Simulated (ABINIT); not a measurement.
# A GW chain in ABINIT: MgO (Periclase)

How does a plane-wave GW calculation on MgO (Periclase) run from the first input to the gap?

Program: ABINIT 10.8.3. Level of theory: PBE and many-body steps on it, plane waves. Results are calculated unless marked as measured.

The database entry behind the starting cell differs from later determinations by our own check (about 0.1 % long), so it need not match the best structure at ambient conditions.

**1. The starting structure**

It takes space group Fm-3m (No. 225, cubic). The conventional cell has a = 4.217 Å, b = 4.217 Å, c = 4.217 Å, α = 90.00°, β = 90.00°, γ = 90.00°. Mg has 6 O at 2.11 Å nearest. Nearest to O lie 6 Mg at 2.11 Å. Farther neighbours and most contacts between anions are not listed.

The cell and positions come from the Crystallography Open Database and are kept as given unless a step says otherwise.

**2. Ground state**

This step: ABINIT 10.8.3; DFT, PBE, plane waves, norm-conserving pseudopotentials.

The ground-state density comes first.

Input file run.abi:

```
acell 3*1.0 Angstrom
rprim 
  -0.000000000000 2.108500000000 2.108500000000
  2.108500000000 0.000000000000 2.108500000000
  2.108500000000 2.108500000000 0.000000000000
ntypat 2
znucl 12 8
natom 2
typat 1 2
xred 
  0.000000000000 0.000000000000 0.000000000000
  0.500000000000 0.500000000000 0.500000000000
pp_dirpath "pseudos"
pseudos "Mg.upf, O.upf"
ecut 38
ngkpt 8 8 8
nshiftk 1
shiftk 0 0 0
kptopt 1
chksymbreak 0
nband 13
occopt 1
tolvrs 1e-10
nstep 60
prtwf 0
optforces 0
optstress 0
indata_prefix "in"
outdata_prefix "out"
tmpdata_prefix "tmp"
```

The run is started by

```console
$ OMP_NUM_THREADS=1 mpirun -n 8 abinit run.abi > log
```

Numbers of over 12 decimals in the logs are rounded to 6 here.

The program printed:

```text
.Version 10.8.3 of ABINIT. v10.8.2 released Aug 2026.

 Symmetries : space group Fm -3 m (#225); Bravais cF (face-center cubic)
================================================================================
 Values of the parameters that define the memory need of the present run
     intxc =       0    ionmov =       0      iscf =       7    lmnmax =       5
     lnmax =       5     mgfft =      32  mpssoang =       3    mqgrid =    3001
     natom =       2  nloc_mem =       1    nspden =       1   nspinor =       1
    nsppol =       1      nsym =      48    n1xccc =    2501    ntypat =       2
    occopt =       1   xclevel =       2
-    mband =          13        mffmem =           1         mkmem =           4
       mpw =        1427          nfft =       32768          nkpt =          29
================================================================================
  Rough estimation (10% accuracy) of disk space for files :
================================================================================

--------------------------------------------------------------------------------
------------- Echo of variables that govern the present computation ------------
--------------------------------------------------------------------------------
 -outvars: echo values of preprocessed input variables --------
            acell      1.8897261259E+00  1.8897261259E+00  1.8897261259E+00 Bohr

      chksymbreak           0
             ecut      3.80000000E+01 Hartree
-          fftalg         312

              ixc     -101130
              kpt      0.00000000E+00  0.00000000E+00  0.00000000E+00
                       1.25000000E-01  0.00000000E+00  0.00000000E+00
                       2.50000000E-01  0.00000000E+00  0.00000000E+00
                       3.75000000E-01  0.00000000E+00  0.00000000E+00
                       5.00000000E-01  0.00000000E+00  0.00000000E+00
                       1.25000000E-01  1.25000000E-01  0.00000000E+00
                       2.50000000E-01  1.25000000E-01  0.00000000E+00
                       3.75000000E-01  1.25000000E-01  0.00000000E+00
                       5.00000000E-01  1.25000000E-01  0.00000000E+00
   [... 18 further rows ...]
                      -3.75000000E-01  5.00000000E-01  1.25000000E-01
                      -2.50000000E-01  5.00000000E-01  2.50000000E-01
         kptrlatt        8    0    0      0    8    0      0    0    8
          kptrlen      4.50793305E+01
P           mkmem           4
            natom           2
            nband          13
            ngfft          32      32      32
             nkpt          29
            nstep          60
             nsym          48
           ntypat           2
              occ      2.000000  2.000000  2.000000  2.000000  2.000000  2.000000
                       2.000000  2.000000  0.000000  0.000000  0.000000  0.000000
                       0.000000
        optforces           0
        optstress           0
            prtwf           0
            rprim     -0.0000000000E+00  2.1085000000E+00  2.1085000000E+00
[...]
spgroup         225

           tolvrs      1.00000000E-10

             xred      0.0000000000E+00  0.0000000000E+00  0.0000000000E+00
[...]
znucl       12.00000    8.00000

================================================================================

 chkinp: Checking input parameters for consistency.

================================================================================
== DATASET  1 ==================================================================
-   mpi_nproc: 8, omp_nthreads: 1 (-1 if OMP is not activated)

--- !DatasetInfo
iteration_state: {dtset: 1, }
dimensions: {natom: 2, nkpt: 29, mband: 13, nsppol: 1, nspinor: 1, nspden: 1, mpw: 1427, }
cutoff_energies: {ecut:  38.0, pawecutdg:  -1.0, }
electrons: {nelect:   1.60000000E+01, charge:   0.00000000E+00, occopt:   1.00000000E+00, tsmear:   1.00000000E-02, }

 Real(R)+Recip(G) space primitive vectors, cartesian coordinates (Bohr,Bohr^-1):
 R(1)=  0.0000000  3.9844875  3.9844875  G(1)= -0.1254867  0.1254867  0.1254867
 R(2)=  3.9844875  0.0000000  3.9844875  G(2)=  0.1254867 -0.1254867  0.1254867
 R(3)=  3.9844875  3.9844875  0.0000000  G(3)=  0.1254867  0.1254867 -0.1254867
 Unit cell volume ucvol=  1.2651657E+02 bohr^3
 Angles (23,13,12)=  6.00000000E+01  6.00000000E+01  6.00000000E+01 degrees

 getcut: wavevector=  0.0000  0.0000  0.0000  ngfft=  32  32  32
         ecut(hartree)=     38.000   => boxcut(ratio)=   2.04647

--- Pseudopotential description ------------------------------------------------
- Mg Generated using ONCVPSP code by D. R. Hamann
- 12.00000  10.00000  171031                  znucl, zion, pspdat
12 -101130 1 -1 1510                          pspcod,pspxc,lmax,lloc,mmax
     nproj     2     2     0
  pspatm : epsatm=    9.22893308
         --- l  ekb(1:nproj) -->
[...]
pspatm: atomic psp has been read  and splines computed

- O Generated using ONCVPSP code by D. R. Hamann
-  8.00000   6.00000  171031                  znucl, zion, pspdat
12 -101130 2 -1 936                           pspcod,pspxc,lmax,lloc,mmax
     nproj     2     2     1
  pspatm : epsatm=    6.19545534
         --- l  ekb(1:nproj) -->
[...]
1   -4.717130   -1.149271
             2   -1.331955
 pspatm: atomic psp has been read  and splines computed

   2.46790215E+02                                ecore*ucvol(ha*bohr**3)
--------------------------------------------------------------------------------

_setup2: Arith. and geom. avg. npw (full set) are    1416.447    1416.434

================================================================================

--- !BeginCycle
iteration_state: {dtset: 1, }
solver: {iscf: 7, nstep: 60, nline: 4, wfoptalg: 0, }
tolerances: {tolvrs: 1.00E-10, }

     iter   Etot(hartree)      deltaE(h)  residm     vres2
 ETOT  1  -75.933399356280    -7.593E+01 1.121E-01 3.838E+02
 ETOT  2  -75.939874550780    -6.475E-03 1.119E-02 3.657E+02
 ETOT  3  -76.050010251231    -1.101E-01 3.866E-03 3.208E+00
 ETOT  4  -76.050821314389    -8.111E-04 4.415E-04 8.288E-03
 ETOT  5  -76.050821890708    -5.763E-07 5.080E-04 3.051E-04
 ETOT  6  -76.050821976688    -8.598E-08 6.678E-04 1.605E-05
 ETOT  7  -76.050821979871    -3.183E-09 2.731E-04 1.242E-07
 ETOT  8  -76.050821979876    -5.315E-12 3.905E-04 6.254E-09
 ETOT  9  -76.050821979879    -3.396E-12 9.903E-05 9.597E-11

 At SCF step    9       vres2   =  9.60E-11 < tolvrs=  1.00E-10 =>converged.

--- !ResultsGS
iteration_state: {dtset: 1, }
comment   : Summary of ground state results
lattice_vectors:
- [ -0.0000000,   3.9844875,   3.9844875, ]
- [  3.9844875,   0.0000000,   3.9844875, ]
- [  3.9844875,   3.9844875,   0.0000000, ]
lattice_lengths: [   5.63492,    5.63492,    5.63492, ]
lattice_angles: [ 60.000,  60.000,  60.000, ] # degrees, (23, 13, 12)
lattice_volume:   1.2651657E+02
convergence: {deltae: -3.396E-12, res2:  9.597E-11, residm:  9.903E-05, diffor:  0.000E+00, }
etotal    :  -7.60508220E+01
entropy   :   0.00000000E+00
fermie    :   1.72472836E-01
cartesian_stress_tensor: null
pressure_GPa: null
xred      :
- [  0.0000E+00,   0.0000E+00,   0.0000E+00, Mg]
- [  5.0000E-01,   5.0000E-01,   5.0000E-01,  O]
cartesian_forces: null
force_length_stats: {min: null, max: null, mean: null, }

 Integrated electronic density in atomic spheres:
 ------------------------------------------------
 Atom  Sphere_radius  Integrated_density
    1        2.00000          8.38663429
    2        2.00000          6.29705207
================================================================================

 ----iterations are completed or convergence reached----

 Mean square residual over all n,k,spin=   26.270E-08; max=  99.028E-06
 reduced coordinates (array xred) for    2 atoms
       0.000000000000      0.000000000000      0.000000000000
       0.500000000000      0.500000000000      0.500000000000
 rms dE/dt=  0.0000E+00; max dE/dt=  0.0000E+00; dE/dt below (all hartree)
    1       0.000000000000      0.000000000000      0.000000000000
    2       0.000000000000      0.000000000000      0.000000000000

 cartesian coordinates (angstrom) at end:
    1      0.000000     0.000000     0.000000
    2      2.108500     2.108500     2.108500
 length scales=  1.889726125908  1.889726125908  1.889726125908 bohr
              =  1.000000000000  1.000000000000  1.000000000000 angstroms
 prteigrs : about to open file out_EIG
 Fermi (or HOMO) energy (hartree) =   0.17247   Average Vxc (hartree)=  -0.41837
 Eigenvalues (hartree) for nkpt=  29  k points:
 kpt#   1, nband= 13, wtk=  0.00195, kpt=  0.0000  0.0000  0.0000 (reduced coord)
  -2.48723   -1.26531   -1.26531   -1.26531   -0.45853    0.17247    0.17247    0.17247
   0.34641    0.75821    0.75821    0.75821    0.89645
 prteigrs : prtvol=0 or 1, do not print more k-points.

--- !EnergyTerms
iteration_state     : {dtset: 1, }
comment             : Components of total free energy in Hartree
kinetic             :  4.53125594046268E+01
hartree             :  2.07862698222356E+01
xc                  : -1.22460646359516E+01
Ewald energy        : -4.73278672197954E+01
psp_core            :  1.95065525596835E+00
local_psp           : -6.38204822685426E+01
non_local_psp       : -2.07058923384206E+01
total_energy        : -7.60508219798794E+01
total_energy_eV     : -2.06944829121884E+03
band_energy         : -1.27938181591723E+01

== END DATASET(S) ==============================================================
================================================================================

 -outvars: echo values of variables after computation  --------
           etotal     -7.6050821980E+01
            nband          13
             nkpt          29
          spgroup         225
 [... the other variables as echoed above ...]

 Calculation completed.
```

The job ended after 3.4 s (8 MPI ranks of Arm Neoverse V1, shared host; peak memory 0.48 GiB; 26 s of CPU time).

Numbers from this step:

| Property | Result |
| --- | --- |
| total energy | -2069.4483 eV |
| gap | 4.733 eV |
| k of the valence top | 0, 0, 0 |
| k of the conduction bottom | 0, 0, 0 |
| least direct gap | 4.733 eV |

The gap is direct, at Γ.

(Continued in part 2 of 3.)

[Paths, hosts, dates, memory and timing lines, banners, echoed tables and standing remarks are left out of the program output.]

[Logs are printed without paths, hosts, clocks, repeated set-up lines and the standing remarks that a program may print on its own settings, such as how far it seeks lower states.]

[Runs of the session that timed out or met a known fault of the program may be left out.]

[Hosts, paths, dates, database ids (printed as entryN), source tags and the programs' standing remarks are cut or masked in the printed files.]

[G0W0 gaps are taken among the corrected bands and points alone; a level outside them can change the order at an edge.]

[Where Ansatz stands beside ABINIT at settings called matched, ABINIT's density can come from a denser mesh and the files from another edition; pairs whose starting gaps differed by over 0.03 eV were left out, so agreement reads better than it is.]
